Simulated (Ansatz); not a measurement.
# AlAs wire along [110], 8 atoms a period, H-terminated: bands under strain

What gap, if any, does the AlAs wire along [110], 8 atoms a period, H-terminated have, and how does it change under strain?

Calculated with Ansatz 0.2.0; DFT PBE, plane waves, PAW; relaxation of a wire's period, in the first sound run; inputs show where later runs differ.

Most raw output is cut from this account.

## Step 1: Starting point

The cell holds 16 atoms: 8 H, 4 Al and 4 As. Cell: a = 15.764 Å, b = 13.416 Å, c = 4.052 Å, α = 90.0°, β = 90.0°, γ = 90.0°. Vacuum lies along a and b. The structure's axis is c.

## Step 2: Relaxing the period

Band widths follow the bond lengths, so the wire is relaxed first. The atoms and the third cell vector are free; the box across stays fixed as vacuum. A Fermi-Dirac smearing is set since the result may be a metal. The pressure printed is a third of the stress's trace over the whole box, vacuum included; only the stress along the axis is relaxed.

Input file input.yaml:

```yaml
crystal:
  lattice:
    - [15.764, 0.0, 0.0]
    - [0.0, 13.416, 0.0]
    - [0.0, 0.0, 4.0517218562]
  atoms:
    - { symbol: H, position: [0.397424512, 0.253428742, 0.0] }
    - { symbol: Al, position: [0.454925141, 0.348978804, 0.0] }
    - { symbol: H, position: [0.215681299, 0.595532215, 0.5] }
    - { symbol: H, position: [0.215681299, 0.404432091, 0.5] }
    - { symbol: Al, position: [0.273181929, 0.499982153, 0.5] }
    - { symbol: As, position: [0.545796747, 0.650985502, 0.5] }
    - { symbol: As, position: [0.545796747, 0.348978804, 0.5] }
    - { symbol: H, position: [0.602564885, 0.745318365, 0.5] }
    - { symbol: H, position: [0.602564885, 0.25464594, 0.5] }
    - { symbol: Al, position: [0.636668353, 0.499982153, 0.5] }
    - { symbol: As, position: [0.364053535, 0.499982153, 0.0] }
    - { symbol: H, position: [0.397424512, 0.746535564, 0.0] }
    - { symbol: Al, position: [0.454925141, 0.650985502, 0.0] }
    - { symbol: As, position: [0.72753996, 0.499982153, 0.0] }
    - { symbol: H, position: [0.784308097, 0.594315016, 0.0] }
    - { symbol: H, position: [0.784308097, 0.405649289, 0.0] }
kpoints:
  mp_grid: { grid: [1, 1, 20] }
scf:
  occupations: { method: fermi_dirac, width: 0.05 }
hamiltonian:
  xc: pbe
relax:
  cell: { fix: [a, b, alpha, beta, gamma] }
  max_steps: 45
  f_tol: 0.03
```

Run with:

```console
$ ansatz run input.yaml --threads 4 --pin off --max-ram 16384MiB --backend cpu --events-out ev --progress --plain --runs-dir out
```

Elapsed: 66 s, on 4 threads of Arm Neoverse V1, shared host; peak memory 1.5 GiB; 4.2 min of CPU time.

Relaxation path:

```
step  energy less that of the first step (eV)  largest force component (eV/Å)  pressure (GPa)  volume (Å³)
   1                                   0.0000                          1.1086            0.12       856.90
   2                                  -0.3389                          0.6057           -0.06       864.76
   3                                  -0.3863                          0.1680           -0.01       871.90
   4                                  -0.3891                          0.0528            0.00       877.64
   5                                  -0.3899                          0.0107           -0.01       877.71
  6*                                  -0.3937                          0.0108           -0.01       877.71
```

Relaxation steps marked * repeat the geometry before them on a plane-wave basis chosen anew for their cell, so energy and pressure can jump there.

Forces are held to the 4 operations that the run works with; a distortion that breaks them can't arise in this run.

```csv
cell as run,before,after,change
c (Å),4.052,4.150,+2.4 %
```

The atoms that moved most (Å, along periodic axes as changes of fractional coordinates times the final cell, across vacuum about the mean position):

```
atom     dx      dy     dz  length
  H1  0.102  -0.162  0.000   0.192
 H12  0.102   0.162  0.000   0.192
  H4  0.112  -0.119  0.000   0.164
  H3  0.112   0.119  0.000   0.164
  H9  0.014   0.150  0.000   0.151
  H8  0.014  -0.150  0.000   0.151
 H16  0.013   0.119  0.000   0.120
 H15  0.013  -0.119  0.000   0.120
```

Numbers from this step:

```
cell length along the wire : 4.150 Å
```

The cell's length comes to 4.150 Å with spin left out.

## Step 3: The perfect wire

This step: DFT PBE, plane waves, PAW; bands of a perfect wire (Ansatz 0.2.0).

At the relaxed period the bands are computed along the axis; those that cross an energy going forward count the channels that a perfect wire would open there.

Input file input.yaml:

```yaml
crystal:
  lattice:
    - [15.764, 0.0, 0.0]
    - [0.0, 13.416, 0.0]
    - [0.0, 0.0, 4.1501381831]
  atoms:
    - { symbol: H, position: [0.403905986, 0.241338062, 0.0] }
    - { symbol: Al, position: [0.449011957, 0.347335231, 0.0] }
    - { symbol: H, position: [0.222771778, 0.604438643, 0.5] }
    - { symbol: H, position: [0.222771778, 0.395525663, 0.5] }
    - { symbol: Al, position: [0.271700961, 0.499982153, 0.5] }
    - { symbol: As, position: [0.541632624, 0.646725172, 0.5] }
    - { symbol: As, position: [0.541632624, 0.353239133, 0.5] }
    - { symbol: H, position: [0.603428822, 0.734102492, 0.5] }
    - { symbol: H, position: [0.603428822, 0.265861813, 0.5] }
    - { symbol: Al, position: [0.631775337, 0.499982153, 0.5] }
    - { symbol: As, position: [0.365573794, 0.499982153, 0.0] }
    - { symbol: H, position: [0.403905986, 0.758626244, 0.0] }
    - { symbol: Al, position: [0.449011957, 0.652629075, 0.0] }
    - { symbol: As, position: [0.722076885, 0.499982153, 0.0] }
    - { symbol: H, position: [0.785107914, 0.585440708, 0.0] }
    - { symbol: H, position: [0.785107914, 0.414523597, 0.0] }
kpoints:
  mp_grid: { grid: [1, 1, 20] }
  band_path: { path: ["Γ", Z], npoints: 90 }
scf:
  occupations: { method: fermi_dirac, width: 0.05 }
hamiltonian:
  xc: pbe
output:
  dos: { e_range: [-5, 4] }
  write_potential: true
  write_density: true
  volumetric_format: npy
```

The job ended after 85 s (4 threads; peak memory 2.8 GiB).

Numbers from this step:

* band gap: 1.696 eV

The electronic bands at the labelled points (eV, zero at the Fermi level):

```
  point  band 37  band 38  band 39  band 40  band 41  band 42  band 43  band 44
      Γ    -1.86    -1.57    -1.45    -0.86     0.84     1.57     1.62     2.10
halfway    -2.20    -2.01    -1.61    -1.33     1.80     1.91     2.41     2.75
      Z    -2.09    -2.01    -1.95    -1.85     1.78     2.00     2.14     2.18
```

The gap is 1.70 eV, with spin left out.

The path shows a direct gap of 1.70 eV (valence top at Γ, conduction bottom at Γ).

## Step 4: At a strained period, period over the relaxed period 0.96, k-mesh 1×1×16

This step: DFT PBE, plane waves, PAW; relaxation at a fixed period (Ansatz 0.2.0).

The period is set to 0.96 times the relaxed one and the atoms relax within it: strain changes bond lengths and angles, which shifts the bands against each other. Against the first PBE run of this kind, the mesh along the wire has 16 points against 20.

The cell differs from the one that the last finished run ended in (c 4.150 → 3.984 Å).

input.yaml: that of step 3 with these lines changed.

```diff
@@ -4,3 +4,3 @@
     - [0.0, 13.416, 0.0]
-    - [0.0, 0.0, 4.1501381831]
+    - [0.0, 0.0, 3.9841326558]
   atoms:
@@ -23,3 +23,3 @@
 kpoints:
-  mp_grid: { grid: [1, 1, 20] }
+  mp_grid: { grid: [1, 1, 16] }
   band_path: { path: ["Γ", Z], npoints: 90 }
@@ -29,6 +29,6 @@
   xc: pbe
+relax:
+  max_steps: 40
+  f_tol: 0.02
 output:
-  dos: { e_range: [-5, 4] }
-  write_potential: true
-  write_density: true
-  volumetric_format: npy
+  stress: true
```

Wall time 92 s (4 threads); peak memory 2.7 GiB; 6 min of CPU time.

Relaxation path:

```
step  energy less that of the first step (eV)  largest force component (eV/Å)
   1                                   0.0000                          0.4434
   2                                  -0.0466                          0.0353
   3                                  -0.0471                          0.0126
```

The run keeps the 4 symmetry operations that it works with, so distortions that break them were not tested.

The atoms that moved most (Å):

```csv
atom,dx,dy,dz,length
As14,0.088,0.000,0.000,0.088
H3,-0.081,-0.003,0.000,0.081
H4,-0.081,0.003,0.000,0.081
H15,0.079,0.006,0.000,0.079
H16,0.079,-0.006,0.000,0.079
Al5,-0.074,0.000,0.000,0.074
H12,-0.040,-0.002,0.000,0.040
H1,-0.040,0.002,0.000,0.040
```

The relaxed structure:

```xyz
16
Lattice="15.7640 0.0000 0.0000 0.0000 13.4160 0.0000 0.0000 0.0000 3.9841" Properties=species:S:1:pos:R:3
H     6.3274    3.2396    0.0000
Al    7.0514    4.6550    0.0000
H     3.4307    8.1062    1.9921
H     3.4307    5.3094    1.9921
Al    4.2094    6.7078    1.9921
As    8.5744    8.6767    1.9921
As    8.5744    4.7388    1.9921
H     9.5308    9.8624    1.9921
H     9.5308    3.5531    1.9921
Al    9.9867    6.7078    1.9921
As    5.7502    6.7078    0.0000
H     6.3274   10.1759    0.0000
Al    7.0514    8.7606    0.0000
As   11.4711    6.7078    0.0000
H    12.4550    7.8599    0.0000
H    12.4550    5.5556    0.0000
```

Numbers from this step:

* band gap: 1.742 eV

Electronic bands along the path, in eV, zero at the Fermi level:

```
  point  band 37  band 38  band 39  band 40  band 41  band 42  band 43  band 44
      Γ    -1.91    -1.89    -1.83    -0.87     0.87     1.24     1.40     1.82
halfway    -2.56    -2.36    -1.91    -1.71     1.37     1.49     2.04     2.37
      Z    -2.44    -2.38    -2.35    -2.11     1.28     1.59     1.72     1.73
```

The gap is 1.74 eV, against 1.70 eV under PBE at the relaxed period.

## Step 5: Strain along the wire, period over the relaxed period 0.98, k-mesh 1×1×15

The period is set to 0.98 times the relaxed one and the atoms relax within it: strain changes bond lengths and angles, which shifts the bands against each other. Against the first PBE run of this kind, the mesh along the wire has 15 points against 20.

The cell differs from the one that the last finished run ended in (c 3.984 → 4.067 Å).

input.yaml: that of step 4 with these lines changed.

```diff
@@ -4,3 +4,3 @@
     - [0.0, 13.416, 0.0]
-    - [0.0, 0.0, 3.9841326558]
+    - [0.0, 0.0, 4.0671354194]
   atoms:
@@ -23,3 +23,3 @@
 kpoints:
-  mp_grid: { grid: [1, 1, 16] }
+  mp_grid: { grid: [1, 1, 15] }
   band_path: { path: ["Γ", Z], npoints: 90 }
```

The job ended after 90 s (4 threads; peak memory 2.8 GiB).

The steps of the relaxation:

```csv
step,energy less that of the first step (eV),largest force component (eV/Å)
1,0.0000,0.2095
2,-0.0110,0.0194
3,-0.0110,0.0195
```

Forces are held to the 4 operations that the run works with; a distortion that breaks them can't arise in this run.

The atoms that moved most (Å):

```csv
atom,dx,dy,dz,length
As14,0.051,0.000,0.000,0.051
H3,-0.049,-0.002,0.000,0.049
H4,-0.049,0.002,0.000,0.049
H15,0.046,0.004,0.000,0.046
H16,0.046,-0.004,0.000,0.046
Al5,-0.043,0.000,0.000,0.043
H1,-0.022,-0.002,0.000,0.022
H12,-0.022,0.002,0.000,0.022
```

The relaxed structure:

```cif
data_structure
_symmetry_space_group_name_H-M 'P 1'
_symmetry_Int_Tables_number 1
_cell_length_a 15.7640
_cell_length_b 13.4160
_cell_length_c 4.0671
_cell_angle_alpha 90.000
_cell_angle_beta 90.000
_cell_angle_gamma 90.000
_cell_volume 860.16
loop_
_atom_site_label
_atom_site_type_symbol
_atom_site_fract_x
_atom_site_fract_y
_atom_site_fract_z
_atom_site_occupancy
H1 H 0.40251 0.24120 0.00000 1
Al2 Al 0.44803 0.34696 0.00000 1
H3 H 0.21968 0.60426 0.50000 1
H4 H 0.21968 0.39571 0.50000 1
Al5 Al 0.26898 0.49998 0.50000 1
As6 As 0.54286 0.64672 0.50000 1
As7 As 0.54286 0.35324 0.50000 1
H8 H 0.60421 0.73451 0.50000 1
H9 H 0.60421 0.26545 0.50000 1
Al10 Al 0.63294 0.49998 0.50000 1
As11 As 0.36501 0.49998 0.00000 1
H12 H 0.40251 0.75877 0.00000 1
Al13 Al 0.44803 0.65300 0.00000 1
As14 As 0.72532 0.49998 0.00000 1
H15 H 0.78800 0.58573 0.00000 1
H16 H 0.78800 0.41423 0.00000 1
```

Electronic bands along the path, in eV, zero at the Fermi level:

| point | band 37 | band 38 | band 39 | band 40 | band 41 | band 42 | band 43 | band 44 |
| --- | --- | --- | --- | --- | --- | --- | --- | --- |
| Γ | -1.87 | -1.73 | -1.63 | -0.86 | 0.85 | 1.42 | 1.53 | 1.97 |
| halfway | -2.38 | -2.18 | -1.75 | -1.51 | 1.58 | 1.70 | 2.24 | 2.56 |
| Z | -2.23 | -2.22 | -2.15 | -1.97 | 1.53 | 1.79 | 1.93 | 1.94 |

The gap is 1.71 eV, against 1.70 eV under PBE at the relaxed period.

## Step 6: At a strained period, period over the relaxed period 1.02, k-mesh 1×1×15

The period is set to 1.02 times the relaxed one and the atoms relax within it: strain changes bond lengths and angles, which shifts the bands against each other. Against the first PBE run of this kind, the mesh along the wire has 15 points against 20.

The cell differs from the one that the last finished run ended in (c 4.067 → 4.233 Å).

input.yaml: that of step 5 with these lines changed.

```diff
@@ -4,3 +4,3 @@
     - [0.0, 13.416, 0.0]
-    - [0.0, 0.0, 4.0671354194]
+    - [0.0, 0.0, 4.2331409467]
   atoms:
```

Wall time 95 s (4 threads); peak memory 2.9 GiB; 6.2 min of CPU time.

Relaxation path:

```
step  energy less that of the first step (eV)  largest force component (eV/Å)
   1                                   0.0000                          0.1728
   2                                  -0.0082                          0.0401
   3                                  -0.0092                          0.0092
```

Forces are held to the 4 operations that the run works with; a distortion that breaks them can't arise in this run.

The atoms that moved most (Å):

```csv
atom,dx,dy,dz,length
As14,-0.040,0.000,0.000,0.040
H4,0.038,-0.002,0.000,0.038
H3,0.038,0.002,0.000,0.038
H16,-0.036,0.003,0.000,0.036
H15,-0.036,-0.003,0.000,0.036
Al5,0.034,0.000,0.000,0.034
H12,0.024,0.000,0.000,0.024
H1,0.024,0.000,0.000,0.024
```

The relaxed structure:

```xyz
16
Lattice="15.7640 0.0000 0.0000 0.0000 13.4160 0.0000 0.0000 0.0000 4.2331" Properties=species:S:1:pos:R:3
H     6.3907    3.2381    0.0000
Al    7.0909    4.6653    0.0000
H     3.5501    8.1111    2.1166
H     3.5501    5.3044    2.1166
Al    4.3167    6.7078    2.1166
As    8.5205    8.6740    2.1166
As    8.5205    4.7415    2.1166
H     9.4984    9.8439    2.1166
H     9.4984    3.5716    2.1166
Al    9.9495    6.7078    2.1166
As    5.7658    6.7078    0.0000
H     6.3907   10.1775    0.0000
Al    7.0909    8.7502    0.0000
As   11.3424    6.7078    0.0000
H    12.3407    7.8511    0.0000
H    12.3407    5.5644    0.0000
```

The gap is 1.67 eV, against 1.70 eV under PBE at the relaxed period.

## Step 7: Strain along the wire, period over the relaxed period 1.04, k-mesh 1×1×14

The period is set to 1.04 times the relaxed one and the atoms relax within it: strain changes bond lengths and angles, which shifts the bands against each other. Against the first PBE run of this kind, the mesh along the wire has 14 points against 20.

The cell differs from the one that the last finished run ended in (c 4.233 → 4.316 Å).

input.yaml: that of step 6 with these lines changed.

```diff
@@ -4,3 +4,3 @@
     - [0.0, 13.416, 0.0]
-    - [0.0, 0.0, 4.2331409467]
+    - [0.0, 0.0, 4.3161437104]
   atoms:
@@ -23,3 +23,3 @@
 kpoints:
-  mp_grid: { grid: [1, 1, 15] }
+  mp_grid: { grid: [1, 1, 14] }
   band_path: { path: ["Γ", Z], npoints: 90 }
```

It took 100 s on 4 threads; peak memory 2.9 GiB.

Step by step:

```csv
step,energy less that of the first step (eV),largest force component (eV/Å)
1,0.0000,0.3281
2,-0.0277,0.1127
3,-0.0346,0.0123
4,-0.0346,0.0121
```

Forces are held to the 4 operations that the run works with; a distortion that breaks them can't arise in this run.

The atoms that moved most (Å):

```
atom      dx      dy     dz  length
As14  -0.087   0.000  0.000   0.087
  H4   0.083  -0.005  0.000   0.083
  H3   0.083   0.005  0.000   0.083
 H16  -0.078   0.006  0.000   0.078
 H15  -0.078  -0.006  0.000   0.078
 Al5   0.072   0.000  0.000   0.072
  H1   0.047  -0.001  0.000   0.047
 H12   0.047   0.001  0.000   0.047
```

The relaxed structure:

```xyz
16
Lattice="15.7640 0.0000 0.0000 0.0000 13.4160 0.0000 0.0000 0.0000 4.3161" Properties=species:S:1:pos:R:3
H     6.4137    3.2369    0.0000
Al    7.1043    4.6688    0.0000
H     3.5946    8.1138    2.1581
H     3.5946    5.3017    2.1581
Al    4.3552    6.7078    2.1581
As    8.5016    8.6742    2.1581
As    8.5016    4.7414    2.1581
H     9.4867    9.8385    2.1581
H     9.4867    3.5770    2.1581
Al    9.9338    6.7078    2.1581
As    5.7729    6.7078    0.0000
H     6.4137   10.1787    0.0000
Al    7.1043    8.7467    0.0000
As   11.2956    6.7078    0.0000
H    12.2987    7.8481    0.0000
H    12.2987    5.5674    0.0000
```

Electronic bands along the path, in eV, zero at the Fermi level:

| point | band 37 | band 38 | band 39 | band 40 | band 41 | band 42 | band 43 | band 44 |
| --- | --- | --- | --- | --- | --- | --- | --- | --- |
| Γ | -1.81 | -1.35 | -1.19 | -0.86 | 0.79 | 1.67 | 1.70 | 2.27 |
| halfway | -1.90 | -1.74 | -1.41 | -1.04 | 2.17 | 2.26 | 2.61 | 3.05 |
| Z | -1.87 | -1.71 | -1.67 | -1.64 | 2.22 | 2.36 | 2.49 | 2.56 |

The gap is 1.65 eV, against 1.70 eV under PBE at the relaxed period.

## Step 8: At a strained period, period over the relaxed period 1.06, k-mesh 1×1×14

The period is set to 1.06 times the relaxed one and the atoms relax within it: strain changes bond lengths and angles, which shifts the bands against each other. Against the first PBE run of this kind, the mesh along the wire has 14 points against 20.

The cell differs from the one that the last finished run ended in (c 4.316 → 4.399 Å).

input.yaml: that of step 7 with these lines changed.

```diff
@@ -4,3 +4,3 @@
     - [0.0, 13.416, 0.0]
-    - [0.0, 0.0, 4.3161437104]
+    - [0.0, 0.0, 4.3991464741]
   atoms:
```

Wall time 1.7 min (4 threads); peak memory 3 GiB; 6.7 min of CPU time.

Electronic bands along the path, in eV, zero at the Fermi level:

```csv
point,band 37,band 38,band 39,band 40,band 41,band 42,band 43,band 44
Γ,-1.79,-1.30,-1.13,-0.88,0.76,1.65,1.68,2.28
halfway,-1.81,-1.65,-1.37,-0.95,2.31,2.38,2.60,3.15
Z,-1.81,-1.69,-1.55,-1.54,2.38,2.50,2.62,2.71
```

The gap is 1.58 eV, against 1.70 eV under PBE at the relaxed period.

## Step 9: Comparing the runs

Times are for 4 threads of Arm Neoverse V1, shared host. Results by setting:

| no. | period over the relaxed period | k-mesh | pressure (GPa) | band gap (eV) | time | memory (GiB) |
| --- | --- | --- | --- | --- | --- | --- |
| 1 | 0.96 | 1×1×16 | 0.2616 | 1.742 | 92 s | 2.7 |
| 2 | 0.98 | 1×1×15 | 0.09059 | 1.711 | 90 s | 2.8 |
| 3 | 1.02 | 1×1×15 | -0.1264 | 1.670 | 95 s | 2.9 |
| 4 | 1.04 | 1×1×14 | -0.2264 | 1.652 | 100 s | 2.9 |
| 5 | 1.06 | 1×1×14 | -0.3305 | 1.580 | 1.7 min | 3.0 |

## Step 10: Outcome

```yaml
cell_length_pbe: 4.150 Å
gap_pbe: 1.70 eV
gap_period_scaled_by_0p96: 1.74 eV
gap_period_scaled_by_0p98: 1.71 eV
gap_period_scaled_by_1p02: 1.67 eV
gap_period_scaled_by_1p04: 1.65 eV
gap_period_scaled_by_1p06: 1.58 eV
```

**Reading.** Under PBE the cell's length is 4.15 Å, and a gap of 1.70 eV makes it a semiconductor. Strain matters: under PBE the gap goes from 1.70 eV to 1.74 eV at 0.96 times the period, 1.71 eV at 0.98 times the period, 1.67 eV at 1.02 times the period, 1.65 eV at 1.04 times the period and 1.58 eV at 1.06 times the period. Plain hydrogen on a compound's surface is a simple closure: it may leave surface states, and facets that end in unlike atoms put a field across the wire, both of which shrink the gap.

[Logs are printed without paths, hosts, clocks, repeated set-up lines and the standing remarks that a program may print on its own settings, such as how far it seeks lower states.]

[Hosts, paths, dates, database ids (printed as entryN), source tags and the programs' standing remarks are cut or masked in the printed files.]
